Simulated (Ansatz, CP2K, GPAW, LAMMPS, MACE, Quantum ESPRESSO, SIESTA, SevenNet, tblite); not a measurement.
**Forces in amorphous carbon (64 atoms), program by program**

One geometry of amorphous carbon (64 atoms) is solved by several programs and methods. How far do their forces lie from a plane-wave PBE run?

Results are calculated, not measured.

## (1) The cell

The cell holds 64 atoms (64 C), with edges of 7.59, 7.59 and 7.59 Å. Recipe: 64 atoms (64 C) placed at random at 2.92 g/cm³, melted at 6000 K for 10 ps at fixed volume with the Tersoff potential (Tersoff, Phys. Rev. B 39, 5566 (1989)). Quenched from 6000 K to 300 K at 100 K/ps and fixed volume, held 5 ps, then minimised at fixed cell. The density is 2.92 g/cm³.

## (2) The reference input

Quantum ESPRESSO 7.5: Kohn-Sham DFT, PBE, SSSP efficiency 1.3.0 pseudopotentials, plane waves. Its input, pw.in:

```
&control
  calculation = 'scf'
  pseudo_dir = './pseudo'
  outdir = './tmp'
  disk_io = 'none'
  tprnfor = .true.
  tstress = .true.
/
&system
  ibrav = 0
  nat = 64
  ntyp = 1
  ecutwfc = 45
  ecutrho = 360
  nosym = .true.
  occupations = 'smearing'
  smearing = 'fd'
  degauss = 0.003675
/
&electrons
  conv_thr = 3.2e-07
  electron_maxstep = 100
  mixing_beta = 0.2
  mixing_mode = 'local-TF'
  diagonalization = 'david'
/
ATOMIC_SPECIES
C 12.011 C.upf
CELL_PARAMETERS angstrom
7.59030 0.00000 0.00000
0.00000 7.59030 0.00000
0.00000 0.00000 7.59030
ATOMIC_POSITIONS crystal
C 0.83466 0.91928 0.71452
C 0.87226 0.18332 0.50226
C 0.52196 0.75401 0.63807
C 0.39522 0.23812 0.98117
[... 58 atom lines left out ...]
C 0.86460 0.13074 0.70983
C 0.69157 0.23326 0.73773
K_POINTS gamma
```

```console
$ OMP_NUM_THREADS=1 mpirun -np 2 pw.x -in pw.in > output.txt
```

It took 41 s on 2 MPI ranks of Arm Neoverse V1, shared host; peak memory 0.85 GiB; 83 s of CPU time.

It converged with an r.m.s. force component of 1.3 eV/Å and a pressure of -7.2 GPa.

## (3) The other programs

- CP2K 2026.2: Gaussian basis with GTH pseudopotentials and a plane-wave density; labels give functional, basis (MOLOPT sets; SR short-range, UZH the newer set with its own potentials), grid cutoff/relative cutoff and solver (OT: orbital transformation; TRS4, TC2, SIGN: linear-scaling purification with its sparsity filter), or its built-in tight binding.
- GPAW 26.7.0: PAW with atomic orbitals (LCAO), plane waves or a real-space grid of spacing h.
- MACE: machine-learned potential, published weights.
- Quantum ESPRESSO 7.5: plane waves; labels (QE) give functional, pseudopotential set and cutoffs of waves/density.
- SIESTA 5.4.2: numerical atomic orbitals, whose automatically made sets are far from complete, with PseudoDojo norm-conserving potentials that we converted to its format (checked against plane waves on the same files for H, C, O, Si, Ge and Ca alone); labels give functional, basis size, energy shift and mesh cutoff.
- SevenNet: machine-learned potential, published weights.
- tblite 0.8.0: extended tight binding, driven from Python.

All use the same cell and atoms, and the electronic-structure runs the same k-mesh.

## (4) Side by side

Differences are against the reference: forces as r.m.s. over components, share as that over the reference's r.m.s. force, slope as the fitted ratio of a run's forces to the reference's.

```csv
run,"Δ force, r.m.s. (meV/Å)",share (%),slope,Δ pressure (GPa),cores,CPU time,memory (GiB)
reference,-,-,-,-,2,83 s,0.85
"CP2K LDA, DZVP-MOLOPT-SR, 450/50 Ry, diagonalisation",54.2,4.30,1.006,-11.3,2,4.7 min,1.0
"CP2K PBE+D3(BJ), DZVP-MOLOPT-SR, 450/50 Ry, diagonalisation",69.2,5.5,1.025,-0.670,2,4.8 min,1.1
"CP2K PBE, DZVP-MOLOPT-SR, 225/50 Ry, diagonalisation (coarse)",36.0,2.86,1.011,0.688,2,4.2 min,0.57
"CP2K PBE, DZVP-MOLOPT-SR, 315/50 Ry, diagonalisation (coarse)",26.1,2.08,1.011,0.675,2,5.3 min,0.68
"CP2K PBE, DZVP-MOLOPT-SR, 450/30 Ry, diagonalisation (coarse)",25.6,2.04,1.012,0.690,2,3.6 min,1.0
"CP2K PBE, DZVP-MOLOPT-SR, 450/50 Ry, diagonalisation",25.6,2.04,1.012,0.675,2,4.8 min,1.0
"CP2K PBE, SZV-MOLOPT-SR, 450/50 Ry, diagonalisation (coarse)",523,41.6,1.326,8.38,1,2.5 min,0.95
"CP2K PBE, TZV2P-UZH, 450/50 Ry, diagonalisation",16.9,1.34,1.003,0.618,4,20 min,2.0
"CP2K PBE, TZVP-UZH, 450/50 Ry, diagonalisation",33.4,2.66,1.009,1.98,4,7.6 min,1.8
"GPAW PBE, LCAO dzp, h 0.2 Å",119,9.44,0.988,-,1,2.4 min,0.5
"GPAW PBE, LCAO sz(dzp), h 0.2 Å (coarse)",616,49.0,1.051,-,1,42 s,0.37
"GPAW PBE, LCAO szp(dzp), h 0.2 Å (coarse)",368,29.2,0.988,-,1,1.8 min,0.48
"GPAW PBE, grid h 0.2 Å",22.2,1.76,0.999,-,1,1.7 min,0.55
MACE MP-0b2 small potential,724,57.5,0.654,-3.46,1,7.2 s,0.67
MACE MPA-0 medium potential,626,49.8,0.696,-5.29,1,9.2 s,1.3
"QE PBE+D3(BJ), sssp-1.3.0-efficiency, 45/360 Ry",58.7,4.66,1.014,-1.33,2,83 s,0.86
"QE PBE, dojo-0.4.1-standard, 60/240 Ry (coarse)",17.6,1.4,1.004,-6.12,2,60 s,0.39
"SIESTA LDA, DZP, shift 0.01 Ry, mesh 300 Ry",158,12.6,0.963,-3.69,2,3.5 min,0.88
"SIESTA PBE, DZP, shift 0.01 Ry, mesh 100 Ry (coarse)",160,12.8,0.977,6.80,1,62 s,0.4
"SIESTA PBE, DZP, shift 0.01 Ry, mesh 300 Ry",160,12.7,0.977,6.80,2,3.7 min,0.89
"SIESTA PBE, SZ, shift 0.01 Ry, mesh 300 Ry (coarse)",754,60.0,1.038,26.5,1,45 s,0.35
"SIESTA PBE, TZP, shift 0.01 Ry, mesh 300 Ry",138,11.0,0.977,5.88,2,5.2 min,1.1
SevenNet 0 potential,703,55.9,0.797,-6.21,1,9 s,1.1
tblite GFN1-xTB,404,32.1,1.059,-10.5,1,1.6 s,0.1
```

Rows marked coarse were listed beforehand as settings not expected to be converged; some can still land near the reference.

Times of the machine-learned potentials are mostly Python's start and the loading of weights.

Runs without a result: CP2K GFN1-xTB, diagonalisation (not converged).

CPU time is summed over cores on shared hosts, so it is rough.

## (5) What came out

Forces lie from 1.3 % (CP2K PBE, TZV2P-UZH, 450/50 Ry, diagonalisation) to 60 % (SIESTA PBE, SZ, shift 0.01 Ry, mesh 300 Ry, coarse) of the reference's r.m.s. force of 1.3 eV/Å away from it. Other PBE runs on plane waves or a grid: GPAW PBE, grid h 0.2 Å 1.8 % of the r.m.s. force; the reference has errors of its own, so differences under a few per cent don't tell which side is nearer the exact PBE result. The PBE runs in local orbitals, coarse settings apart, differ by 1.3 % (CP2K PBE, TZV2P-UZH, 450/50 Ry, diagonalisation) to 13 % (SIESTA PBE, DZP, shift 0.01 Ry, mesh 300 Ry); basis, grid and potentials can all enter. Tight binding differs by 32 % (tblite GFN1-xTB); it is another model, with fitted parameters of its own, and the xTB methods hold dispersion.

Machine-learned potentials differ by 50 % (MACE MPA-0 medium potential) to 58 % (MACE MP-0b2 small potential); they were trained on other programs' data. The reference samples few k-points for this cell, and its sampling error, which other DFT runs on the same mesh share, can be part of so large a difference. Among those trained on PBE data the slope goes as low as 0.65, with a correlation of 0.82, so directions differ as well as sizes. In the reference's own program, potentials and cutoffs, a change of model alone moves forces by 4.7 % (QE PBE+D3(BJ), sssp-1.3.0-efficiency, 45/360 Ry). Other rows with another functional or a dispersion term differ by 4.3 % (CP2K LDA, DZVP-MOLOPT-SR, 450/50 Ry, diagonalisation) to 13 % (SIESTA LDA, DZP, shift 0.01 Ry, mesh 300 Ry), which mixes the change of model with differences of basis and potentials. Runs with settings chosen to be coarse differ by 1.4 % (QE PBE, dojo-0.4.1-standard, 60/240 Ry) to 60 % (SIESTA PBE, SZ, shift 0.01 Ry, mesh 300 Ry), their programs' other errors included. CP2K PBE, SZV-MOLOPT-SR, 450/50 Ry, diagonalisation stiffens the forces by a factor of 1.33 while following their directions (correlation 0.982); the slopes of the 9 CP2K runs lie between 1.00 and 1.33. From CP2K PBE, DZVP-MOLOPT-SR, 225/50 Ry, diagonalisation to the finer CP2K PBE, DZVP-MOLOPT-SR, 450/50 Ry, diagonalisation the share falls from 2.9 to 2.0 %. From SIESTA PBE, DZP, shift 0.01 Ry, mesh 100 Ry to the finer SIESTA PBE, DZP, shift 0.01 Ry, mesh 300 Ry the share goes from 12.8 to 12.7 %, so the grid isn't what parts these runs from the reference. Pressures at PBE, coarse settings apart, lie +0.62 to +6.80 GPa from the reference's. A pressure off by over 25 GPa (SIESTA PBE, SZ, shift 0.01 Ry, mesh 300 Ry) is no usable stress for this cell.

**Limits.** Periodic xTB results under one method name differ between programs and library versions. The reference's pressure holds the uncorrected Pulay stress of its 45 Ry basis, so small pressure differences may be the reference's own error. Machine-learned potentials mimic data converged in k, so the reference's own k-point error enters their differences. The quench rate of 100 K/ps is many orders above laboratory rates, so the cell is likely richer in defects and strain than a real sample. The network of bonds at the start is that of the classical potential that made the cell, and needn't be the one that DFT or experiment would give. The reference's stress is far from hydrostatic: its diagonal is -13.1, -8.2, -0.2 GPa, compression counted positive. The electronic-structure runs sample only Γ, in a cell whose shortest periodic width is 8 Å, which is coarse for a cell with partly filled levels. The reference's pressure of -7.2 GPa reflects the volume that the recipe set, positions that aren't this level's minimum and the basis. Where levels are smeared, the DFT runs use Fermi–Dirac occupations at 580 K (0.05 eV), and energies are free energies. The reference's cutoffs and mesh weren't converged further here.

[Logs are printed without paths, hosts, clocks, repeated set-up lines and the standing remarks that a program may print on its own settings, such as how far it seeks lower states.]

[Hosts, paths, dates, database ids (printed as entryN), source tags and the programs' standing remarks are cut or masked in the printed files.]

[Cells were taken only where this reference lay near another plane-wave run.]
